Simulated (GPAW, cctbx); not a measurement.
## Ir2Rh: deformation density and structure factors from DFT

Aim: compute the bonding part of the density of Ir2Rh, find which reflections carry it, and see how it biases an ordinary refinement.

The cell comes from substitution in a known structure type and wasn't matched to any measured phase. All numbers below are calculated.

### 1. Find the equilibrium geometry

The density hangs on the geometry, so cell and atoms are relaxed first, with the symmetry held. The cutoff is set higher than for the density because stress converges slowly with plane waves.

Settings: GPAW 26.7.0, PBE, 570 eV, 8×8×8 k-points, Fermi–Dirac width 0.1 eV, BFGS to 0.03 eV/Å.

```text
cell
1.0
     1.748500000    1.827500000    0.000000000
     1.748500000   -1.827500000    0.000000000
    -1.748500000    0.000000000   -5.774000000
Ir Rh
2 1
Direct
0.333800000 0.333800000 0.667600000
0.666200000 0.666200000 0.332400000
0.000000000 0.000000000 0.000000000
```

```console
$ OMP_NUM_THREADS=1 mpirun -n 4 gpaw python run.py > gpaw.log
```

```text
BFGS:    0      -24.669516        7.257689
BFGS:    1      -25.725475        3.610570
BFGS:    2      -26.062993        1.136314
BFGS:    3      -26.100962        0.800585
...
BFGS:    7      -26.147609        0.108764
BFGS:    8      -26.147935        0.046128
BFGS:    9      -26.148041        0.023342
cell  2.7313 2.7313 6.0906  102.95 102.95 90.04
volume 43.094 A^3, largest force 0.006 eV/A, largest stress 0.26 GPa
```

The cell moved far, while the k-mesh and basis were chosen for the start, so the final shape may be somewhat biased.

After 9 steps the volume has changed by +16.8 % and the energy by -1.479 eV; the largest stress left is 0.26 GPa. It took 11 min on 4 cores of Arm Neoverse V1 (shared host), peak memory 1.6 GiB.

Relaxed structure: Fmmm (no. 69), a = 3.8615 Å, b = 3.8639 Å, c = 11.5530 Å, α = 90.00°, β = 90.00°, γ = 90.00°.

```csv
atom,mult.,x,y,z
Ir1,8,1/2,0,0.1684
Rh1,4,0,0,0
```

### 2. The all-electron density

X-rays see the whole electron density, so the PAW density is rebuilt with its core regions. Subtracting spherical free atoms from the same code cancels the cores and leaves the deformation density Δρ, the part due to bonding.

Settings: PBE, 450 eV, 9×9×9 k-points, Fermi–Dirac width 0.1 eV; primitive cell of 3 atoms.

```console
$ OMP_NUM_THREADS=1 mpirun -n 4 gpaw python run.py > gpaw.log
```

```text
|iter:   1|       0s |  -27.410728 | +0.17 |       |
|iter:   2|       5s |  -26.629633 | -1.83 | -1.21 |
|iter:   3|      10s |  -26.360631 | -2.58 | -1.35 |
...
|iter:   9|      39s |  -26.106567c| -6.10 | -3.79 |
|iter:  10|      44s |  -26.106573c| -6.32 | -4.10c|
|iter:  11|      49s |  -26.106573c| -7.84c| -4.69c|
```

```text
gpts.py:43: UserWarning: Initial realspace grid (14,14,30) inconsistent with symmetries.
gpts.py:43: UserWarning: Initial realspace grid (14,14,30) inconsistent with symmetries.
gpts.py:43: UserWarning: Initial realspace grid (14,14,30) inconsistent with symmetries.
gpts.py:43: UserWarning: Initial realspace grid (14,14,30) inconsistent with symmetries.
gpts.py:70: UserWarning: Using symmetrized grid: (30,30,30).
gpts.py:70: UserWarning: Using symmetrized grid: (30,30,30).
gpts.py:70: UserWarning: Using symmetrized grid: (30,30,30).
gpts.py:70: UserWarning: Using symmetrized grid: (30,30,30).
grid (60, 60, 60)  electrons 199.000  moved by bonding 0.689 e
deformation density beyond 0.5 A of the nuclei: max 0.167, min -0.284 e/A^3
atom        x       y       z   Voronoi charge  moment
Ir1    0.3316  0.3316  0.6633     -0.019       0.00
Ir2    0.6684  0.6684  0.3367     -0.019       0.00
Rh3    0.0000  0.0000  0.0000      0.037       0.00
mean inner potential of superposed free atoms 35.703 V
total magnetic moment 0.000 muB
```

Deformation density in a plane through the shortest contact of the Ir atom at the origin, in 0.01 e/Å³ (clipped at ±99); x from -1.6 to 4.3 Å, y from 2.4 down to -2.4 Å:

```text
  3   2   0  13   .  11  -2   2   2  -3  14   .   7  -2   3   2
  1   0  -1   2  -6   2  -1   1   1  -1  -3 -10  -1   0   2   1
  0   0   0   1   2   2   0   0   0   1   2   3   3   2   1   1
  0   0   1   3   4   2   0   0   0   1   2   3   2   1   1   1
  1   0  -1   0  -5   0  -1   0   0  -1  -1  -5   1   0   2   2
  2   2  -1  13   .  16   0   2   2   0  14   .  15   0   3   3
  3   3  -5   .   .   .  -5   3   3  -5   .   .   .  -5   3   3
  3   3   0  15   .  14   0   2   2   0  16   .  13  -1   2   2
  2   2   0   1  -5  -1  -1   0   0  -1   0  -5   0  -1   0   1
  1   1   1   2   3   2   1   0   0   0   2   4   3   1   0   0
  1   1   2   3   3   2   1   0   0   0   2   2   1   0   0   0
  1   2   0  -1 -10  -3  -1   1   1  -1   2  -6   2  -1   0   1
  2   3  -2   7   .  14  -3   2   2  -2  11   .  13   0   2   3
```

Atoms in or within 0.15 Å of the plane: Ir (0.0, 0.0), Ir (2.7, 0.0) Å. Dots mark points within about 0.45 Å of a nucleus; large values next to them are atomic features.

Ir gains most (-0.02 e) and Rh loses most (+0.04 e), which isn't the order of electronegativity: valence and coordination count too, and Voronoi cells cut space at the midplane whatever the atoms' sizes. Along the shortest contact from the Ir atom at the map's origin, Ir–Ir at 2.70 Å, Δρ is +0.05 e/Å³ at the midpoint: little piles up between the atoms, as is usual in a metallic crystal, which this run finds. At the midpoints of other shortest contacts it is +0.05 (Rh–Rh, 2.73 Å) and +0.04 (Ir–Rh, 2.74 Å) e/Å³. Point values carry grid noise of about 0.01 e/Å³. The run needed 11 iterations, 66 s.

### 3. Structure factors

The Fourier components of Δρ, added to those of the free atoms, give the static X-ray structure factors; the Mott–Bethe relation turns them into the Fourier components V of the potential that fast electrons feel.

```text
static structure factors of the conventional cell: F in electrons, V (Mott-Bethe) in volts
   h  k  l      d  |F| table  |F| free   |F| DFT   change   |V| free  |V| DFT  change %
   0  0  2  5.7765   135.929   135.998   136.156    0.158     2.972    2.832     -4.7
   0  0  4  2.8883    98.341    98.392    98.759    0.367     1.441    1.359     -5.7
   1  1  1  2.6581   112.442   112.439   112.892    0.452     1.847    1.762     -4.6
   1  1  3  2.2279   644.935   644.109   642.799   -1.310    20.005   20.177      0.9
   0  2  0  1.9319   616.982   616.244   615.010   -1.234    17.840   17.963      0.7
   2  0  0  1.9307   616.853   616.116   614.881   -1.235    17.831   17.953      0.7
   0  0  6  1.9255   615.286   614.552   613.413   -1.139    17.763   17.875      0.6
   0  2  2  1.8322   119.405   119.196   119.436    0.240     1.799    1.777     -1.2
   2  0  2  1.8312   119.391   119.182   119.421    0.239     1.798    1.777     -1.2
   1  1  5  1.7641   131.246   131.013   131.259    0.246     2.075    2.055     -1.0
   0  2  4  1.6058    90.311    90.098    90.206    0.108     1.014    1.007     -0.7
   2  0  4  1.6051    90.303    90.090    90.198    0.108     1.014    1.006     -0.7
   0  0  8  1.4441   136.010   135.722   135.818    0.096     2.039    2.034     -0.3
   1  1  7  1.4126    75.077    74.833    74.893    0.060     0.657    0.653     -0.5
```

The largest X-ray change is -1.31 e on 113, 0.2 % of |F|. For electrons V goes as (Z − F)/g², so a change of F counts against Z − F, which is small at low angle and wherever the atoms' terms cancel: |V| of 004 moves by -5.7 % (1.44 to 1.36 V) against +0.4 % in |F|. The tabulated Hartree–Fock atoms differ from the free DFT atoms by up to 0.83 e, so the choice of reference atom matters too.

### 4. Which functional?

The same geometry is run with other functionals, to see whether the bonding signal is larger than the spread between approximations. Free atoms are LDA for LDA and PBE otherwise; meta-GGAs and hybrids keep PBE cores. Any other changed setting is in the row's label.

| run | ΔF 113 (e) | ΔF 200 (e) | ΔF 020 (e) | q(Ir) (e) | moved (e) | time |
| --- | --- | --- | --- | --- | --- | --- |
| PBE | -1.310 | -1.235 | -1.234 | -0.019 | 0.689 | 66 s |
| LDA | -1.306 | -1.272 | -1.271 | -0.019 | 0.669 | 64 s |
| SCAN | -1.418 | -1.462 | -1.460 | -0.032 | 0.797 | 3.9 min |

At the base's settings ΔF(113) spans -1.418 to -1.306 e, a spread of 9 % of the PBE value; over the three listed reflections the spread is at most 18 %, so sign and size hold across the functionals. Times are from shared hosts.

### 5. What a spherical-atom refinement makes of it

Routine crystallography fits spherical atoms. To see the bias, intensities are simulated from tabulated atoms plus the DFT change ΔF, so that bonding alone can misfit (1490 reflections of the full sphere, merged to the counts below, to 0.5 Å, 1.5 % proportional noise plus counting noise, assumed isotropic U as listed, Δρ smeared by the mean U) and refined with cctbx over different ranges.

| range | data | R1 | GooF | U Ir1 (true 0.0051) | U Rh1 (true 0.0063) | largest shift (Å) | Δρ max, min (e/Å³) |
| --- | --- | --- | --- | --- | --- | --- | --- |
| all data | 230 | 0.0044 | 0.99 | 0.0051 | 0.0063 | 0.0001 | 0.64, -1.07 |
| low resolution, d > 0.84 | 58 | 0.0040 | 1.02 | 0.0052 | 0.0064 | 0.0001 | 0.42, -0.36 |
| high order, d < 0.75 | 157 | 0.0046 | 0.96 | 0.0051 | 0.0063 | 0.0001 | 0.75, -0.63 |
| occupancies free, d > 0.7 | 87 | 0.0040 | 1.06 | 0.0051 | 0.0062 | 0.0001 | 0.66, -0.60 |

With all data GooF is 0.99, so at this noise the bonding hardly shows; the top residual peak, near noise level, lies 1.17 Å from Ir and 2.06 Å from Ir. No U is off by more than 3 s.u. at low resolution. With Ir1 held at 1 and the scale free, the other occupancies refine to Rh1 0.997(0.002), within three s.u. of full.

### 6. Answer

Bonding moves 0.69 e in the primitive cell of Ir2Rh and changes the structure factors of the conventional cell in the table above by at most 1.31 e (113, 0.2 %), and among reflections above 2 % of the strongest by up to 0.4 % (111). The shortest bond, Ir–Ir, has Δρ = +0.05 e/Å³ at its midpoint, with no localised bond charge. At the base's settings ΔF(113) spans -1.418 to -1.306 e, a spread of 9 % of the PBE value; over the three listed reflections the spread is at most 18 %, so sign and size hold across the functionals. With all data GooF is 0.99, so at this noise the bonding hardly shows. Limits: static density, frozen cores, no spin–orbit coupling.

[Outputs are excerpts: Python notices, other lines and further rows are left out; steps that failed or that the build refused (PBEsol, TPSS) are not shown.]

[Logs are printed without paths, hosts, clocks, repeated set-up lines and the standing remarks that a program may print on its own settings, such as how far it seeks lower states.]
